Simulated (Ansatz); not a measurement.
# Direct or indirect: SiC (F-43m)

```xyz
2
Lattice="0.0000 2.1790 2.1790 2.1790 0.0000 2.1790 2.1790 2.1790 0.0000" Properties=species:S:1:pos:R:3 pbc="T T T"
Si    0.0000    0.0000    0.0000
C     3.2685    3.2685    3.2685
```

Method: Ansatz, PBE, independent particles, without spin-orbit coupling, line width 0.2 eV (Gaussian). The band structure gives a fundamental gap of 1.36 eV. The spectrum of vertical transitions near the edge:

```json
{"E (eV)": "0.90", "Im ε, E ∥ xyz": "0.00"}
{"E (eV)": "1.08", "Im ε, E ∥ xyz": "0.00"}
{"E (eV)": "1.26", "Im ε, E ∥ xyz": "0.00"}
{"E (eV)": "1.44", "Im ε, E ∥ xyz": "0.00"}
{"E (eV)": "1.62", "Im ε, E ∥ xyz": "0.00"}
{"E (eV)": "1.80", "Im ε, E ∥ xyz": "0.00"}
{"E (eV)": "1.98", "Im ε, E ∥ xyz": "0.00"}
{"E (eV)": "2.16", "Im ε, E ∥ xyz": "0.00"}
{"E (eV)": "2.34", "Im ε, E ∥ xyz": "0.00"}
{"E (eV)": "2.52", "Im ε, E ∥ xyz": "0.00"}
{"E (eV)": "2.70", "Im ε, E ∥ xyz": "0.00"}
{"E (eV)": "2.88", "Im ε, E ∥ xyz": "0.00"}
{"E (eV)": "3.06", "Im ε, E ∥ xyz": "0.00"}
{"E (eV)": "3.24", "Im ε, E ∥ xyz": "0.00"}
{"E (eV)": "3.42", "Im ε, E ∥ xyz": "0.00"}
{"E (eV)": "3.60", "Im ε, E ∥ xyz": "0.00"}
{"E (eV)": "3.78", "Im ε, E ∥ xyz": "0.00"}
{"E (eV)": "3.96", "Im ε, E ∥ xyz": "0.00"}
{"E (eV)": "4.14", "Im ε, E ∥ xyz": "0.00"}
{"E (eV)": "4.32", "Im ε, E ∥ xyz": "0.06"}
{"E (eV)": "4.50", "Im ε, E ∥ xyz": "0.47"}
{"E (eV)": "4.68", "Im ε, E ∥ xyz": "1.45"}
{"E (eV)": "4.86", "Im ε, E ∥ xyz": "2.47"}
{"E (eV)": "5.04", "Im ε, E ∥ xyz": "3.34"}
{"E (eV)": "5.22", "Im ε, E ∥ xyz": "4.28"}
{"E (eV)": "5.40", "Im ε, E ∥ xyz": "5.40"}
{"E (eV)": "5.58", "Im ε, E ∥ xyz": "6.79"}
{"E (eV)": "5.76", "Im ε, E ∥ xyz": "8.40"}
```

Problem. Is the gap direct or indirect, and about where do vertical transitions set in?

Solution. Indirect, by the band path, whose least direct gap is 4.55 eV. The curves fit this: they stay near zero above 1.36 eV and rise only from about 4.5 eV, though a forbidden direct transition would look alike. Lines are broadened by 0.2 eV, which spreads the edge, and phonons, which would give weak absorption from the fundamental gap up, are left out.

[Logs are printed without paths, hosts, clocks, repeated set-up lines and the standing remarks that a program may print on its own settings, such as how far it seeks lower states.]
